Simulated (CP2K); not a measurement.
Two runs for the C K edge of acrylamide. Run A: CP2K XAS_TDP, all-electron GAPW, PBEh(45%), aug-cc-pVDZ, TDA, no relativity. Run B differs in one setting.

First lines with a strength over 0.0015. A:

```
                     atom  energy (eV)  states  strength, one atom
 C1 (bonded to C and 2 H)       280.31       1              0.0539
                                284.47       1              0.0085
                                285.17       1              0.0027
                                285.39       1              0.0118
                                286.14       1              0.0069
 C2 (bonded to 2 C and H)       280.86       1              0.0391
                                284.19       1              0.0128
                                285.21       1              0.0158
                                285.30       1              0.0020
                                285.54       1              0.0051
C3 (bonded to C, N and O)       283.06       1              0.0623
                                287.22       1              0.0177
                                287.98       1              0.0016
                                288.86       1              0.0019
                                288.93       1              0.0025
```

B:

| atom | energy (eV) | states | strength, one atom |
| --- | --- | --- | --- |
| C1 (bonded to C and 2 H) | 286.49 | 1 | 0.0527 |
|  | 290.65 | 1 | 0.0083 |
|  | 291.35 | 1 | 0.0026 |
|  | 291.57 | 1 | 0.0116 |
|  | 292.33 | 1 | 0.0067 |
| C2 (bonded to 2 C and H) | 286.88 | 1 | 0.0383 |
|  | 290.21 | 1 | 0.0125 |
|  | 291.23 | 1 | 0.0154 |
|  | 291.31 | 1 | 0.0020 |
|  | 291.56 | 1 | 0.0050 |
| C3 (bonded to C, N and O) | 289.65 | 1 | 0.0609 |
|  | 293.81 | 1 | 0.0173 |
|  | 294.57 | 1 | 0.0016 |
|  | 295.45 | 1 | 0.0019 |
|  | 295.52 | 1 | 0.0025 |

Which was it: scalar relativity switched on, GW2X switched on, the basis, the functional?

GW2X switched on. GW2X shifts an atom's lines together and keeps their spacings. Against PBEh(45%) in aug-cc-pVDZ, the leading lines move by +6.18 eV (C1, to 286.49), +6.02 eV (C2, to 286.88) and +6.59 eV (C3, to 289.65).

[Banner, clock and machine lines of the logs are left out without a mark of their own.]

[Logs are printed without paths, hosts, clocks, repeated set-up lines and the standing remarks that a program may print on its own settings, such as how far it seeks lower states.]

[Hosts, paths, dates, database ids (printed as entryN), source tags and the programs' standing remarks are cut or masked in the printed files.]
